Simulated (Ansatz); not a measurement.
# Zn2CoS2O, from a guessed structure to a relaxed one, part 2 of 2

Starting from a made-up structure for Zn2CoS2O, the aim is the relaxed cell, its shortest contacts and, where a second run follows, its electronic structure.

Ansatz 0.2.0; DFT, PBEsol, plane-wave PAW, files of the set soft_1, scalar-relativistic, ferromagnetic start, cell and ions relaxed at zero pressure; PAW set soft_1 (the session's first sound run).

So far: The structure; Relaxation of the guess. The relaxed cell has a = 3.575, c = 8.774 Å (conventional setting).

**3. Electronic structure of the relaxed cell**

With the geometry fixed, one more self-consistent run, with a narrower smearing and the mesh shown in its input, gives the bands, and its pressure, and its forces where symmetry allows any, show how far the geometry depends on these settings.

This step: DFT, PBEsol, plane-wave PAW, files of the set soft_1, scalar-relativistic, ferromagnetic start, bands and density of states at the relaxed cell; PAW set soft_1 (Ansatz 0.2.0).

Input file input.yaml:

```yaml
crystal:
  lattice:
    - [3.574761496, 0.0, 0.0]
    - [-1.787380748, 3.095834268, 0.0]
    - [0.0, 0.0, 8.7743693772]
  atoms:
    - { symbol: Zn, position: [0.3333333333, 0.6666666667, 0.6980249138] }
    - { symbol: Zn, position: [0.6666666667, 0.3333333333, 0.3313109942] }
    - { symbol: Co, position: [0.0, 0.0, 0.9708462912], spin: 2.3 }
    - { symbol: S, position: [0.6666666667, 0.3333333333, 0.5923797375] }
    - { symbol: S, position: [0.0, 0.0, 0.2255460671] }
    - { symbol: O, position: [0.3333333333, 0.6666666667, 0.9195919962] }
magnetization:
  spin_polarized: true
kpoints:
  mp_grid: { grid: [10, 10, 4] }
  band_path:
    path:
      - [[0.0, 0.0, 0.0], [0.5, 0.0, 0.0], [0.33333333, 0.33333333, 0.0], [0.0, 0.0, 0.0], [0.0, 0.0, 0.5], [0.5, 0.0, 0.5], [0.33333333, 0.33333333, 0.5], [0.0, 0.0, 0.5]]
      - [[0.5, 0.0, 0.5], [0.5, 0.0, 0.0]]
      - [[0.33333333, 0.33333333, 0.0], [0.33333333, 0.33333333, 0.5]]
    npoints: 8
scf:
  occupations: { method: fermi_dirac, width: 0.03 }
  n_extra_bands: 12
hamiltonian:
  xc: pbesol
  pseudopotentials: { kind: paw, azcp: { folder: soft_1 }, xc_functional: pbe }
output:
  forces: true
  stress: true
  write_bands: true
  dos: { projected: true }
  write_density: true
  write_potential: true
  elf: true
  volumetric_format: npy
```

The run is started by

```
> ansatz run input.yaml --threads 4 --pin off --max-ram 10240MiB --backend cpu --events-out ev --progress --plain --runs-dir out
```

Numbers of over 12 decimals in the logs are rounded to 6 here.

The log of the run:

```text
[...]
Crystal: 6 atoms, lattice volume = 97.105 Å³
Basis set: ecut = 420 eV, 1835 PW (Γ), exchange–correlation on 48×48×120 points (8 copies of the dense FFT grid, shifted against one another)
Bands: 42, of which v1, the nominal top of the filled ones, is band 30 counted from 1 (29 counted from 0)
Symmetry: 6 space group operations
[...]
k-points: 50 of 400 (time reversal used)
[...]
Starting moments: Σ|m| = 2.3 μB on 1 of 6 sites
[...]
SCF iter   1: F=—  HF=-13987.028141 eV  |F-HF|=—  |Δ(HF+E_count)|=         —  Δρ=5.43e-2 (↑4.67e-2 ↓5.43e-2)  dr2=1.06e1  dr2_m=1.50e-1  M=2.616 μB ∫|m|=2.624 μB  β_m=0.30  ethr=3.10e-3  ⟨swp⟩=7.6  Hψ=21178  notcnv=0  defer=35
[...]
SCF iter  20: F=-13986.429571 eV  HF=-13986.429571 eV  |F-HF|=4.31e-9  |Δ(HF+E_count)|=   8.68e-9  Δρ=1.60e-6 (↑1.58e-6 ↓1.60e-6)  dr2=1.03e-8  dr2_m=6.34e-11  M=2.999 μB ∫|m|=3.010 μB  ethr=1.69e-10  ⟨swp⟩=15.9  Hψ=31652  notcnv=0
SCF 1 converged in 20 iterations: F = -13986.429571 eV  dr2 = 1.03e-8
[...]
NSCF: frozen V_eff on 75 k-points
SCF converged after 20 iterations
Magnetization: 2.9991 μB (30.9995 up, 28.0005 down)
Absolute magnetization: 3.0099 μB (∫|ρ↑−ρ↓|, with the PAW one-centre terms)
[...]
Per-site moments (μB) at R_I (Å): [(0.012136, 0.801946), (0.015333, 0.933460), (2.339653, 0.871332), (0.021644, 0.933282), (0.076635, 0.921867), (0.225809, 0.801946)]
Free energy (F): -13986.429571 eV
[...]
Internal energy: -13986.423373 eV  (E = F + TS)
E sigma→0 (E₀):  -13986.426472 eV
Entropy (-TS):   -0.006198 eV (-1.033 meV/atom)
Fermi energy:    7.767726 eV
[...]
--- Forces (eV/Å), atoms counted from 1 ---
  atom   1  Zn     0.00000000    -0.00000000    -0.00368369
  atom   2  Zn     0.00000000    -0.00000000    -0.00209019
  atom   3  Co     0.00000000    -0.00000000     0.03511356
  atom   4  S      0.00000000     0.00000000     0.00072887
  atom   5  S      0.00000000     0.00000000     0.01023217
  atom   6  O      0.00000000     0.00000000    -0.04026733
  max |Σ_I F_I| component: 3.34e-5 eV/Å
--- Stress (GPa, compression-positive) ---
        0.097873       0.000000      -0.000000
        0.000000       0.097873       0.000000
       -0.000000       0.000000       0.023063
  P = ⅓ Tr σ = 0.0729 GPa (0.729 kbar)
--- Band table (eV; the first three rows and the last of 100) ---
  k-point 0 ↑: bands = [... 26 lower, 7.0937, 7.0937, 7.2651, 7.6856, 7.6856, 8.5587, 11.7545, 11.8305, ... 8 higher]
  k-point 1 ↑: bands = [... 26 lower, 6.8352, 7.2138, 7.2138, 7.6343, 7.6343, 9.1472, 11.4955, 11.7990, ... 8 higher]
  k-point 2 ↑: bands = [... 26 lower, 6.7901, 7.3332, 7.3332, 7.5553, 7.5553, 9.8023, 10.9995, 11.7847, ... 8 higher]
  k-point 49 ↓: bands = [... 26 lower, 7.3161, 7.7010, 7.7321, 8.3353, 8.6064, 12.2464, 12.3264, 12.8273, ... 8 higher]
```

Elapsed: 34 s, on 4 threads of Arm Neoverse V1, shared host; peak memory 0.61 GiB.

In the SCF lines HF is the Harris–Foulkes energy and dr2 the Hartree energy of the density residual, in eV; the loop may stop once dr2 is under the threshold and the program's other checks hold. Hψ counts applications of the Hamiltonian.

This step gave:

- free energy: -13986.4296 eV
- energy at zero smearing: -13986.4265 eV
- smearing term TS: 0.006198 eV
- Fermi energy: 7.768 eV
- magnetization: 2.999 μB
- absolute magnetization: 3.010 μB
- site moments: 0.01214, 0.01533, 2.340, 0.02164, 0.07664, 0.2258 μB
- pressure: 0.07294 GPa

From bands.tsv, the bands that come nearest the Fermi level along the path, at its corners, in eV from the Fermi level:

| point | band_27_up | band_28_up | band_29_up | band_30_up | band_25_dn | band_26_dn | band_27_dn | band_28_dn |
| --- | --- | --- | --- | --- | --- | --- | --- | --- |
| Γ | -0.67 | -0.50 | -0.08 | -0.08 | -0.49 | 0.11 | 0.11 | 1.15 |
| M | -1.73 | -1.56 | -1.14 | -1.09 | -1.61 | -0.24 | -0.22 | 0.09 |
| K | -2.45 | -1.76 | -1.50 | -0.95 | -2.54 | -0.52 | -0.10 | -0.05 |
| Γ | -0.67 | -0.50 | -0.08 | -0.08 | -0.49 | 0.11 | 0.11 | 1.15 |
| A | -0.43 | -0.43 | -0.21 | -0.21 | -0.54 | 0.15 | 0.15 | 0.91 |
| L | -1.79 | -1.71 | -1.03 | -0.86 | -1.49 | -0.29 | -0.17 | 0.08 |
| H | -2.52 | -1.73 | -1.43 | -1.30 | -2.72 | -0.46 | -0.08 | -0.03 |
| A | -0.43 | -0.43 | -0.21 | -0.21 | -0.54 | 0.15 | 0.15 | 0.91 |
| L | -1.79 | -1.71 | -1.03 | -0.86 | -1.49 | -0.29 | -0.17 | 0.08 |
| M | -1.73 | -1.56 | -1.14 | -1.09 | -1.61 | -0.24 | -0.22 | 0.09 |
| K | -2.45 | -1.76 | -1.50 | -0.95 | -2.54 | -0.52 | -0.10 | -0.05 |
| H | -2.52 | -1.73 | -1.43 | -1.30 | -2.72 | -0.46 | -0.08 | -0.03 |

Spin density in the ac plane at fractional y = 0.000, with atoms of Co and S within 0.2 Å of it.

Ten even steps from '_' (0.0 e/Å³) to '@' (7.5 e/Å³), each cell a mean:
```
@@++..__________________::**
--..______________________::
____________________________
____________________________
____________________________
____________________________
____________________________
____________________________
____________________________
____________________________
____________________________
____________________________
____________________________
____________________________
____________________________
____________________________
____________________________
____________________________
____________________________
____________________________
____________________________
____________________________
____________________________
==::______________________::
```
Columns run along a (3.6 Å), rows up along c (8.8 Å). Atoms in or near the plane, at fractional coordinates: Co at (0.00, 0.97), S at (0.00, 0.23).

ELF in the ac plane at fractional y = 0.000, with atoms of Co and S within 0.2 Å of it. It is the smooth field of the valence electrons, not physical close to the nuclei.

Values, 24 rows by 14 columns, each cell a mean:
```
0.77 0.61 0.38 0.18 0.10 0.19 0.34 0.40 0.31 0.16 0.11 0.22 0.42 0.66
0.49 0.44 0.33 0.18 0.13 0.26 0.42 0.48 0.39 0.23 0.12 0.21 0.36 0.45
0.20 0.21 0.19 0.13 0.14 0.25 0.36 0.40 0.34 0.22 0.13 0.14 0.20 0.21
0.09 0.09 0.10 0.10 0.12 0.16 0.20 0.22 0.19 0.15 0.11 0.10 0.10 0.09
0.06 0.06 0.06 0.07 0.09 0.10 0.11 0.12 0.11 0.10 0.08 0.07 0.06 0.06
0.04 0.05 0.06 0.09 0.13 0.14 0.14 0.14 0.14 0.14 0.12 0.08 0.06 0.04
0.04 0.05 0.09 0.15 0.19 0.20 0.20 0.20 0.20 0.20 0.19 0.14 0.08 0.04
0.03 0.05 0.12 0.23 0.31 0.33 0.34 0.34 0.33 0.33 0.29 0.20 0.10 0.05
0.03 0.05 0.13 0.30 0.47 0.56 0.60 0.62 0.60 0.55 0.44 0.25 0.11 0.05
0.02 0.05 0.12 0.32 0.55 0.69 0.77 0.79 0.76 0.67 0.50 0.26 0.10 0.04
0.02 0.03 0.09 0.26 0.49 0.65 0.73 0.76 0.72 0.63 0.44 0.21 0.08 0.03
0.01 0.02 0.05 0.16 0.34 0.49 0.59 0.62 0.57 0.47 0.29 0.12 0.04 0.02
0.02 0.02 0.03 0.07 0.15 0.24 0.31 0.33 0.30 0.22 0.13 0.06 0.03 0.02
0.08 0.08 0.07 0.08 0.11 0.15 0.17 0.18 0.17 0.14 0.10 0.08 0.08 0.08
0.36 0.35 0.30 0.23 0.18 0.16 0.16 0.17 0.16 0.16 0.19 0.25 0.31 0.35
0.67 0.67 0.64 0.52 0.31 0.20 0.17 0.17 0.17 0.21 0.36 0.56 0.65 0.67
0.65 0.73 0.81 0.77 0.53 0.28 0.18 0.16 0.19 0.32 0.61 0.80 0.80 0.71
0.12 0.36 0.74 0.85 0.72 0.43 0.22 0.17 0.25 0.49 0.78 0.85 0.68 0.28
0.02 0.15 0.60 0.82 0.75 0.50 0.23 0.15 0.27 0.56 0.79 0.80 0.51 0.08
0.47 0.59 0.76 0.80 0.67 0.40 0.15 0.08 0.19 0.46 0.72 0.81 0.74 0.56
0.84 0.83 0.79 0.69 0.49 0.25 0.08 0.04 0.10 0.29 0.55 0.72 0.80 0.83
0.42 0.42 0.41 0.36 0.24 0.11 0.04 0.03 0.05 0.13 0.27 0.37 0.41 0.42
0.21 0.22 0.22 0.17 0.13 0.08 0.06 0.06 0.06 0.09 0.14 0.19 0.22 0.22
0.53 0.47 0.35 0.20 0.10 0.11 0.16 0.18 0.15 0.11 0.12 0.23 0.38 0.49
```
Columns run along a (3.6 Å), rows up along c (8.8 Å). Atoms in or near the plane, at fractional coordinates: Co at (0.00, 0.97), S at (0.00, 0.23).

Valence density in the ac plane at fractional y = 0.000, with atoms of Co and S within 0.2 Å of it. It is the smooth field of the valence electrons, not physical close to the nuclei.

Values in e/Å³, 24 rows by 14 columns, each cell a mean:
```
45 25  7  1  0  0  0  0  0  0  0  2  9 30
16  9  3  1  0  0  0  0  0  0  0  1  4 11
 2  1  1  0  0  0  0  0  0  0  0  0  1  1
 0  0  0  0  0  0  0  0  0  0  0  0  0  0
 0  0  0  0  0  0  0  0  0  0  0  0  0  0
 0  0  0  0  0  0  0  0  0  0  0  0  0  0
 0  0  0  0  0  0  0  0  0  0  0  0  0  0
 0  0  0  0  0  0  0  0  0  0  0  0  0  0
 0  0  0  0  0  0  1  1  1  0  0  0  0  0
 0  0  0  0  0  0  1  1  0  0  0  0  0  0
 0  0  0  0  0  0  0  0  0  0  0  0  0  0
 0  0  0  0  0  0  0  0  0  0  0  0  0  0
 0  0  0  0  0  0  0  0  0  0  0  0  0  0
 0  0  0  0  0  0  0  0  0  0  0  0  0  0
 0  0  0  0  0  0  0  0  0  0  0  0  0  0
 0  0  0  0  0  0  0  0  0  0  0  0  0  0
 1  1  1  1  0  0  0  0  0  0  0  1  1  1
 1  1  1  1  0  0  0  0  0  0  1  1  1  1
 0  1  1  1  0  0  0  0  0  0  1  1  1  1
 1  1  1  1  0  0  0  0  0  0  0  1  1  1
 1  1  1  0  0  0  0  0  0  0  0  0  1  1
 1  1  0  0  0  0  0  0  0  0  0  0  0  1
 2  2  1  0  0  0  0  0  0  0  0  0  1  2
20 11  4  1  0  0  0  0  0  0  0  1  5 13
```
Columns run along a (3.6 Å), rows up along c (8.8 Å). Atoms in or near the plane, at fractional coordinates: Co at (0.00, 0.97), S at (0.00, 0.23).

**4. Outcome**

| Quantity | Value |
| --- | --- |
| space group, relaxed | P3m1 |
| conventional cell | a = 3.575, b = 3.575, c = 8.774 Å; α = 90.0°, β = 90.0°, γ = 120.0° |
| volume per atom | 16.18 Å³ (guess 16.27) |
| total moment | 3.00 μB in the cell of 6 atoms |

Zn2CoS2O relaxes to P3m1 with a = 3.575, b = 3.575 and c = 8.774 Å. The guessed volume was near the relaxed one. The space group P3m1 was held in the relaxation, so the end point is a stationary structure within it and may be a saddle against distortions or other arrangements. The input starts from parallel moments, and no other start was typed. Bands cross the Fermi level, so it is a metal or semimetal at this level. Semilocal functionals can close a small real gap, so this isn't settled for compounds with anions. On the 10×10×4 mesh with the narrower smearing (relaxed on 9×9×3) the largest force component is 0.040 eV/Å and the largest stress component is 0.098 GPa, against the relaxation's thresholds of 0.015 eV/Å and 0.05 GPa. The cutoff wasn't tested. No dispersion term is used, so weakly bound directions may come out too long. Nothing here tests whether the compound is stable against decomposition.

[Logs are printed without paths, hosts, clocks, repeated set-up lines and the standing remarks that a program may print on its own settings, such as how far it seeks lower states.]

[Hosts, paths, dates, database ids (printed as entryN), source tags and the programs' standing remarks are cut or masked in the printed files.]
